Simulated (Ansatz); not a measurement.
# How InPd (Pm-3m) expands on warming

Aim: the lattice, expansion, heat capacity and bulk modulus of InPd as it warms. The starting cell is a computed one from a database.

Calculated with Ansatz 0.2.0; DFT LDA, scalar-relativistic, plane waves, PAW.

## Step 1: The starting structure

Symmetry: Pm-3m, No. 221, cubic system. The conventional cell has a = 3.272 Å, b = 3.272 Å, c = 3.272 Å, α = 90.00°, β = 90.00°, γ = 90.00°. In has 8 Pd at 2.83 Å nearest. Nearest to Pd lie 8 In at 2.83 Å. Farther neighbours are not listed.

## Step 2: A first coarse run

A cheap single point shows whether the cell is a metal or an insulator and how far it is from rest; that sets the k-mesh and the occupations of what follows.

input.yaml

```yaml
crystal:
  lattice:
    - [3.27188478, 0.0, 0.0]
    - [0.0, 3.27188478, 0.0]
    - [0.0, 0.0, 3.27188478]
  atoms:
    - { symbol: In, position: [0.0, 0.0, 0.0] }
    - { symbol: Pd, position: [0.5, 0.5, 0.5] }
kpoints:
  mp_grid: { grid: [6, 6, 6] }
hamiltonian:
  xc: lda
scf:
  occupations: { method: gaussian, width: 0.1 }
  lower_state_search: "off"
output:
  forces: true
  stress: true
  eigenvalues: true
```

Run with:

```bash
> ansatz run input.yaml --threads 8 --pin off --max-ram 16384MiB --backend cpu --events-out ev --progress --plain --runs-dir out
```

Numbers of over 12 decimals in the logs are rounded to 6 here.

What it wrote:

```text
Engine: ansatz 0.2.0, aarch64-unknown-linux-gnu
Pseudopotentials: kind: paw
Pseudopotential: In, paw, valence charge 13, recommended cutoff 420 eV (normal), In.paw.azcp
Pseudopotential: Pd, paw, valence charge 18, recommended cutoff 420 eV (normal), Pd.paw.azcp
Functional definition: SPW92
  exchange = slater_x
  correlation = pw_c
Crystal: 2 atoms, lattice volume = 35.026 Å³
Basis set: ecut = 420 eV, 691 PW (Γ)
Bands: 20, of which v1, the nominal top of the filled ones, is band 16 counted from 1 (15 counted from 0)
Symmetry: 48 space group operations
Space group: Pm-3m (ITA 221), of the structure as read, at distance tolerance 3.3e-5 Å
k-points: 20 of 216
Non-local potential: In, projectors of the file, l = 0: 2, l = 1: 2, l = 2: 2, l = 3: 2
Non-local potential: Pd, projectors of the file, l = 0: 2, l = 1: 2, l = 2: 2, l = 3: 1
PAW form: soft (Blöchl's): semilocal exchange-correlation on the pseudo side does not see the compensation charge
PAW frozen core: In, regenerated for the run's functional, and the local potential with it (the file was generated under x = pbe(κ = 0.804, μ = 0.219515), c = pbe(β = 0.066725))
PAW frozen core: Pd, regenerated for the run's functional, and the local potential with it (the file was generated under x = pbe(κ = 0.804, μ = 0.219515), c = pbe(β = 0.066725))
PAW one-centre angular grid: In, 590 points (default); XC on 64 Gauss nodes
PAW one-centre angular grid: Pd, 590 points (default); XC on 64 Gauss nodes
Initial density: superposition of atomic densities (neutral atoms: chi_scale 0, normalization atom), corrected by the library's trained network
Initial wavefunctions: pseudopotential atomic-orbital guess
Functional: x = slater, c = lda
SCF iter   1: F=—  HF=-12302.779036 eV  |F-HF|=—  |Δ(HF+E_count)|=         —  Δρ=1.28e-2  dr2=5.50e-2  ethr=1.77e-3  ⟨swp⟩=5.8  Hψ=1767  notcnv=0
preconditioner: auto → none  [insulator: Δε(μ)=0.227 eV  Ē_g=14.371 eV  σ=0.100 eV  W_gap=0.89  n_scr=6 (ndim 8)  ℏωp=30.1 eV  f_vac=0.000  D(μ)=0.40/eV (n_scr^D=0)  ε∞_Penn≈5.4]
SCF iter   2: F=—  HF=-12302.766839 eV  |F-HF|=—  |Δ(HF+E_count)|=   1.22e-2  Δρ=2.90e-3  dr2=2.48e-3  ethr=1.77e-4  ⟨swp⟩=2.6  Hψ=797  notcnv=0  defer=2
SCF iter   3: F=—  HF=-12302.766204 eV  |F-HF|=—  |Δ(HF+E_count)|=   6.35e-4  Δρ=1.05e-3  dr2=2.18e-4  ethr=7.99e-6  ⟨swp⟩=1.6  Hψ=414  notcnv=0  defer=3
SCF iter   4: F=—  HF=-12302.766166 eV  |F-HF|=—  |Δ(HF+E_count)|=   3.82e-5  Δρ=9.24e-5  dr2=1.31e-6  ethr=7.03e-7  ⟨swp⟩=2.8  Hψ=691  notcnv=0  defer=3
SCF iter   5: F=—  HF=-12302.766169 eV  |F-HF|=—  |Δ(HF+E_count)|=   2.81e-6  Δρ=3.27e-5  dr2=3.09e-7  ethr=4.23e-9  ⟨swp⟩=2.6  Hψ=706  notcnv=0  defer=3
SCF iter   6: F=-12302.766169 eV  HF=-12302.766169 eV  |F-HF|=1.04e-9  |Δ(HF+E_count)|=   1.14e-8  Δρ=1.57e-6  dr2=8.73e-10  ethr=3.23e-10  ⟨swp⟩=6.2  Hψ=1625  notcnv=0
SCF 1 converged in 6 iterations: F = -12302.766169 eV  dr2 = 8.73e-10
  greatest PAW one-centre occupation: 0.998 electrons in one spin orbital (limit 2), on the Pd atom at site 1 (counted from 0), in its partial waves of l = 0
SCF converged after 6 iterations
Free energy (F): -12302.766169 eV
Harris-Foulkes:  -12302.766169 eV  (|F-HF|=1.04e-9)
Internal energy: -12302.763859 eV  (E = F + TS)
E sigma→0 (E₀):  -12302.765014 eV
Entropy (-TS):   -0.002310 eV (-1.155 meV/atom)
Fermi energy:    16.384082 eV
--- Per-component energies (eV) ---
  E_band       = -154.608642
  E_kinetic    = 760.311727
  E_local      = -2906.879000  (includes V_loc(G=0)·N_el)
  E_nonlocal   = 593.898530
  E_hartree    = 1174.911036
  E_xc         = -381.811468
  E_vxc        = -313.341788  (∫ρ·V_xc dr)
  E_paw        = -7640.245178  (= ΣΔE_a)
  E_vpaw       = -638.420823  (= ΣTr[D̂ρ^β])
  E_aug_tail   = 0.000234  (compensation charges beyond the density's cutoff)
  E_ewald      = -3903.915009
  E_core_change = 0.965270  (= ΣΔE_core)
  E_smearing   = -0.002310  (= −TS)
  E_closure    = 0.000000  (closes the sum)
  Σ components = -12302.766169   (vs F -12302.766169, Δ=0.00e0)
--- Forces (eV/Å), atoms counted from 1 ---
  atom   1  In    -0.00000000     0.00000000     0.00000000
  atom   2  Pd     0.00000000     0.00000000     0.00000000
  max |Σ_I F_I| component: 1.30e-29 eV/Å
--- Stress (GPa, compression-positive) ---
       -6.794276       0.000000       0.000000
        0.000000      -6.794276       0.000000
        0.000000       0.000000      -6.794276
  P = ⅓ Tr σ = -6.7943 GPa (-67.943 kbar)
--- Band table (eV; the first three rows and the last of 20) ---
  k-point 0: bands = [... 12 lower, 14.0681, 14.0681, 14.0681, 20.5097, 20.5097, 20.5097, 25.5381, 27.0734]
  k-point 1: bands = [... 12 lower, 13.7720, 13.7720, 14.0489, 18.2334, 21.3575, 21.3575, 26.1504, 26.9163]
  k-point 2: bands = [... 12 lower, 13.2850, 13.2850, 14.0102, 15.7645, 23.4774, 23.4774, 26.4480, 26.5652]
  k-point 19: bands = [... 12 lower, 14.6893, 14.6893, 16.0968, 20.1740, 20.1740, 20.1740, 20.7605, 20.7605]
```

It took 0.8 s on 8 threads of Arm Neoverse V2, shared host; peak memory 0.31 GiB.

In the SCF lines HF is the Harris–Foulkes energy and dr2 the Hartree energy of the density residual, in eV; the loop may stop once dr2 is under the threshold and the program's other checks hold. Hψ counts applications of the Hamiltonian.

This step gave:

- pressure: -6.794 GPa
- volume per atom: 17.51 Å³/atom
- gap on the k-mesh: 0 eV

The start is under -6.8 GPa at this level and looks like a metal on this mesh.

## Step 3: Finding the static equilibrium

Phonons are second derivatives about a minimum, so cell and atoms are relaxed first, inside the symmetry of the start.

Changes to input.yaml since step 2:

```diff
@@ -9,3 +9,3 @@
 kpoints:
-  mp_grid: { grid: [6, 6, 6] }
+  mp_grid: { grid: [14, 14, 14] }
 hamiltonian:
@@ -19 +19,6 @@
   eigenvalues: true
+relax:
+  adjacent_minimum: "off"
+  f_tol: 0.005
+  max_steps: 80
+  cell: { stress_tol: 0.05 }
```

What it wrote:

```text
[...]
Crystal: 2 atoms, lattice volume = 35.026 Å³
Basis set: ecut = 420 eV, 691 PW (Γ)
Bands: 20, of which v1, the nominal top of the filled ones, is band 16 counted from 1 (15 counted from 0)
Symmetry: 48 space group operations
[...]
k-points: 120 of 2744
[...]
SCF iter   1: F=—  HF=-12302.802486 eV  |F-HF|=—  |Δ(HF+E_count)|=         —  Δρ=1.18e-2  dr2=4.27e-2  ethr=1.77e-3  ⟨swp⟩=5.7  Hψ=10581  notcnv=0
[...]
SCF iter   6: F=-12302.792249 eV  HF=-12302.792249 eV  |F-HF|=2.09e-10  |Δ(HF+E_count)|=   4.64e-8  Δρ=2.46e-6  dr2=8.10e-10  ethr=3.23e-10  ⟨swp⟩=6.6  Hψ=9899  notcnv=0
SCF 1 converged in 6 iterations: F = -12302.792249 eV  dr2 = 8.10e-10
[...]
relax step   1: F+E_penalty+E_count = -12302.79224924 eV  Δ(F+E_penalty+E_count) = +0.000e0 eV  max|allowed force component| = 2.860e-29 eV/Å  Δτ_max = 0.0000 Å  P = -6.910 GPa  Ω = 35.026 Å³  (6 SCF iters, dr2 threshold 1.00e-7 eV, accepted)
Crystal: 2 atoms, lattice volume = 30.586 Å³
Basis set: ecut = 420 eV, 619 PW (Γ)
[...]
iter 1 solved again at ethr=4.16e-4 eV; its pass at ethr=3.10e-3 eV (dr2=1.29e-1 eV) is discarded
[...]
SCF iter   6: F=-12302.718951 eV  HF=-12302.718951 eV  |F-HF|=6.46e-10  |Δ(HF+E_count)|=  6.17e-10  Δρ=1.80e-6  dr2=6.47e-10  ethr=1.83e-11  ⟨swp⟩=2.3  Hψ=7363  notcnv=0
SCF 2 converged in 6 iterations: F = -12302.718951 eV  dr2 = 6.47e-10
relax step   2: F+E_penalty+E_count = -12302.71895077 eV  Δ(F+E_penalty+E_count) = +7.330e-2 eV  max|allowed force component| = 3.320e-30 eV/Å  Δτ_max = 0.0000 Å  P = +15.594 GPa  Ω = 30.586 Å³  energy of the carried Pulay correction = +1.274e-3 eV  (6 SCF iters, dr2 threshold 2.00e-7 eV, rejected (line search))
Crystal: 2 atoms, lattice volume = 33.532 Å³
[...]
SCF iter   7: F=-12302.833007 eV  HF=-12302.833007 eV  |F-HF|=3.64e-12  |Δ(HF+E_count)|=  9.64e-10  Δρ=4.75e-7  dr2=1.67e-11  ethr=1.00e-12  ⟨swp⟩=5.7  Hψ=12293  notcnv=0
SCF 3 converged in 7 iterations: F = -12302.833007 eV  dr2 = 1.67e-11
relax step   3: F+E_penalty+E_count = -12302.83300715 eV  Δ(F+E_penalty+E_count) = -4.076e-2 eV  max|allowed force component| = 3.484e-29 eV/Å  Δτ_max = 0.0000 Å  P = -1.460 GPa  Ω = 33.532 Å³  energy of the carried Pulay correction = +4.102e-4 eV  (7 SCF iters, accepted)
[...]
relax step   4: F+E_penalty+E_count = -12302.83461402 eV  Δ(F+E_penalty+E_count) = -1.607e-3 eV  max|allowed force component| = 6.771e-30 eV/Å  Δτ_max = 0.0000 Å  P = +0.214 GPa  Ω = 33.153 Å³  energy of the carried Pulay correction = +5.170e-4 eV  (6 SCF iters, dr2 threshold 2.00e-7 eV, accepted)
[...]
relax step   5: F+E_penalty+E_count = -12302.83463204 eV  Δ(F+E_penalty+E_count) = -1.802e-5 eV  max|allowed force component| = 4.010e-30 eV/Å  Δτ_max = 0.0000 Å  P = +0.002 GPa  Ω = 33.199 Å³  energy of the carried Pulay correction = +5.039e-4 eV  (6 SCF iters, dr2 threshold 1.14e-7 eV, accepted)
[...]
SCF iter   6: F=-12302.834090 eV  HF=-12302.834090 eV  |F-HF|=3.64e-12  |Δ(HF+E_count)|=    0.00e0  Δρ=1.12e-8  dr2=1.77e-14  ethr=1.00e-12  ⟨swp⟩=4.0  Hψ=9744  notcnv=0
SCF 6 converged in 6 iterations: F = -12302.834090 eV  dr2 = 1.77e-14
relax step   6: F+E_penalty+E_count = -12302.83408966 eV  Δ(F+E_penalty+E_count) = +5.424e-4 eV  max|allowed force component| = 2.695e-30 eV/Å  Δτ_max = 0.0000 Å  P = +0.010 GPa  Ω = 33.199 Å³  stress off target by 1.02e-2 GPa  SCF on the basis re-selected at this cell (its energy is not comparable with the rows above)  (6 SCF iters)
basis re-selected at this cell: Δ(F+E_penalty+E_count) = +5.424e-4 eV, ΔP = +0.008 GPa vs the last step (what re-selecting the basis moved, of the pressure what is left beyond the Pulay correction that the steps carried, after the strain that the cell walked since its last selection, with what the two solves' SCF thresholds leave and, on support functions, any second-order correction that the steps lacked; it is no m [...]
SCF converged after 6 iterations
Free energy (F): -12302.834090 eV
[...]
Internal energy: -12302.831004 eV  (E = F + TS)
E sigma→0 (E₀):  -12302.832547 eV
Entropy (-TS):   -0.003086 eV (-1.543 meV/atom)
Fermi energy:    17.625725 eV
[...]
--- Stress (GPa, compression-positive) ---
        0.010175       0.000000       0.000000
        0.000000       0.010175      -0.000000
        0.000000      -0.000000       0.010175
  P = ⅓ Tr σ = 0.0102 GPa (0.102 kbar)
--- Band table (eV; the first three rows and the last of 120) ---
  k-point 0: bands = [... 12 lower, 15.1650, 15.1650, 15.1650, 21.7860, 21.7860, 21.7860, 27.4427, 28.6415]
  k-point 1: bands = [... 12 lower, 15.0948, 15.0948, 15.1601, 21.2028, 21.9628, 21.9628, 27.7181, 28.6008]
  k-point 2: bands = [... 12 lower, 14.9107, 14.9107, 15.1464, 19.9506, 22.4665, 22.4665, 27.9005, 28.4842]
  k-point 119: bands = [... 12 lower, 15.8376, 15.8376, 17.4952, 21.4490, 21.4490, 21.4490, 22.1786, 22.1786]
--- Relaxed structure (5 steps of the walk, 4 accepted, 1 SCFs on fresh bases) ---
  F+E_penalty+E_count = -12302.83408966 eV   max|allowed force component| = 2.695e-30 eV/Å   (the final SCF, on the basis selected at the relaxed cell)
  cell:  # Å, volume = 33.1994 Å³
    - [3.213980, 0, 0]
    - [0, 3.213980, 0.0]
    - [0, 0.0, 3.213980]
  atoms:
    - { symbol: In, position: [0, 0, 0] }
    - { symbol: Pd, position: [0.5, 0.5, 0.5] }
```

The job ended after 3.9 s (8 threads; peak memory 0.43 GiB; 26 s of CPU time).

The steps of the relaxation:

```tsv
step	energy less that of the first step (eV)	largest force component (eV/Å)	pressure (GPa)	volume (Å³)
1	0.0000	0.0000	-6.91	35.03
2	0.0733	0.0000	15.59	30.59
3	-0.0408	0.0000	-1.46	33.53
4	-0.0424	0.0000	0.21	33.15
5	-0.0424	0.0000	0.00	33.20
6*	-0.0418	0.0000	0.01	33.20
```

Relaxation steps marked * repeat the geometry before them on a plane-wave basis chosen anew for their cell, so energy and pressure can jump there. Relaxation step 2 was tried and not accepted.

Forces are held to the 48 operations that the run works with; a distortion that breaks them can't arise in this run.

```tsv
conventional cell, symmetrised	before	after	change
a (Å)	3.272	3.214	-1.8 %
b (Å)	3.272	3.214	-1.8 %
c (Å)	3.272	3.214	-1.8 %
volume (Å³/atom)	17.51	16.60	-5.2 %
```

Final coordinates:

```xyz
2
Lattice="3.2140 0.0000 0.0000 0.0000 3.2140 0.0000 0.0000 0.0000 3.2140" Properties=species:S:1:pos:R:3 pbc="T T T"
In    0.0000    0.0000    0.0000
Pd    1.6070    1.6070    1.6070
```

This step gave:

| Property | Result |
| --- | --- |
| pressure | 0.01017 GPa |
| volume per atom | 16.60 Å³/atom |

The relaxation ends with a pressure of 0.01 GPa.

## Step 4: Tight relaxation

The relaxation is repeated with tighter thresholds on force and stress, since phonons are sensitive to what is left; a change of mesh or smearing in the input moves the cell too.

input.yaml

```yaml
crystal:
  lattice:
    - [3.2139803495, 0.0, 0.0]
    - [0.0, 3.2139803495, 0.0]
    - [0.0, 0.0, 3.2139803495]
  atoms:
    - { symbol: In, position: [0.0, 0.0, 0.0] }
    - { symbol: Pd, position: [0.5, 0.5, 0.5] }
kpoints:
  mp_grid: { grid: [16, 16, 16] }
hamiltonian:
  xc: lda
scf:
  occupations: { method: methfessel_paxton, width: 0.2 }
  lower_state_search: "off"
output:
  forces: true
  stress: true
  eigenvalues: true
relax:
  adjacent_minimum: "off"
  f_tol: 0.001
  max_steps: 60
  cell: { stress_tol: 0.01 }
```

What it wrote:

```text
[...]
Crystal: 2 atoms, lattice volume = 33.199 Å³
Basis set: ecut = 420 eV, 619 PW (Γ)
Bands: 20, of which v1, the nominal top of the filled ones, is band 16 counted from 1 (15 counted from 0)
Symmetry: 48 space group operations
[...]
k-points: 165 of 4096
[...]
k-point 164: bands = [... 12 lower, 15.8314, 15.8314, 17.4883, 21.4422, 21.4422, 21.4422, 22.1717, 22.1717]
--- Relaxed structure (3 steps of the walk, 2 accepted, 1 SCFs on fresh bases) ---
[...]
cell:  # Å, volume = 33.2086 Å³
    - [3.214278, 0.0, 0.0]
    - [0.0, 3.214278, 0.0]
    - [0.0, 0.0, 3.214278]
  atoms:
    - { symbol: In, position: [0, 0, 0] }
    - { symbol: Pd, position: [0.5, 0.5, 0.5] }
[key lines of the parts left out:]
SCF converged after 5 iterations
Free energy (F): -12302.832856 eV
Fermi energy:    17.600877 eV
P = ⅓ Tr σ = -0.0002 GPa (-0.002 kbar)
```

Wall time 3.2 s (8 threads); peak memory 0.43 GiB; 21 s of CPU time.

Little changed from the start: no atom moved by 0.005 Å and no cell edge by 0.1 %.

Numbers from this step:

```yaml
pressure: -1.51e-4 GPa
```

The residual pressure is -1.5e-4 GPa, small enough for phonons.

## Step 5: A faulty attempt

This input was changed on purpose, to see how the program answers.

input.yaml

```yaml
crystal:
  lattice:
    - [3.2142779281, 0.0, 0.0]
    - [0.0, 3.2142779281, 0.0]
    - [0.0, 0.0, 3.2142779281]
  atoms:
    - { symbol: In, position: [0.0, 0.0, 0.0] }
    - { symbol: Pd, position: [0.5, 0.5, 0.5] }
kpoints:
  mp_grid: { grid: [16, 16, 16] }
hamiltonian:
  xc: lda
scf:
  occupations: { method: methfessel_paxton, width: 0.2 }
  lower_state_search: "off"
  max_iter: 100
output:
  eigenvalues: true
phonons:
  method: dfpt
  qmesh: [4, 4, 4]
  thermal_expansion: "~"
```

What it wrote:

```text
Error: YAML parse error: error: line 22 column 22: expected mapping start
  --> <input>:22:22
   |
20 |   method: dfpt
21 |   qmesh: [4, 4, 4]
22 |   thermal_expansion: "~"
   |                      ^ expected mapping start
```

The job ended after 0.02 s (8 threads; peak memory 0.022 GiB).

The input was rejected at the start.

The program's message: “Error: YAML parse error: error: line 22 column 22: expected mapping start
  --> <input>:22:22
   |
20 |   method: dfpt
21 |   qmesh: [4, 4, 4]
22 |   thermal_expansion: "~"
   |                      ^ …”

The fault put into the input: a string where a block is expected.

[end of part 1 of 2]

[Logs are printed without paths, hosts, clocks, repeated set-up lines and the standing remarks that a program may print on its own settings, such as how far it seeks lower states.]

[Hosts, paths, dates, database ids (printed as entryN), source tags and the programs' standing remarks are cut or masked in the printed files.]

[A step with changed settings may run another functional than the one named; its input shows which.]
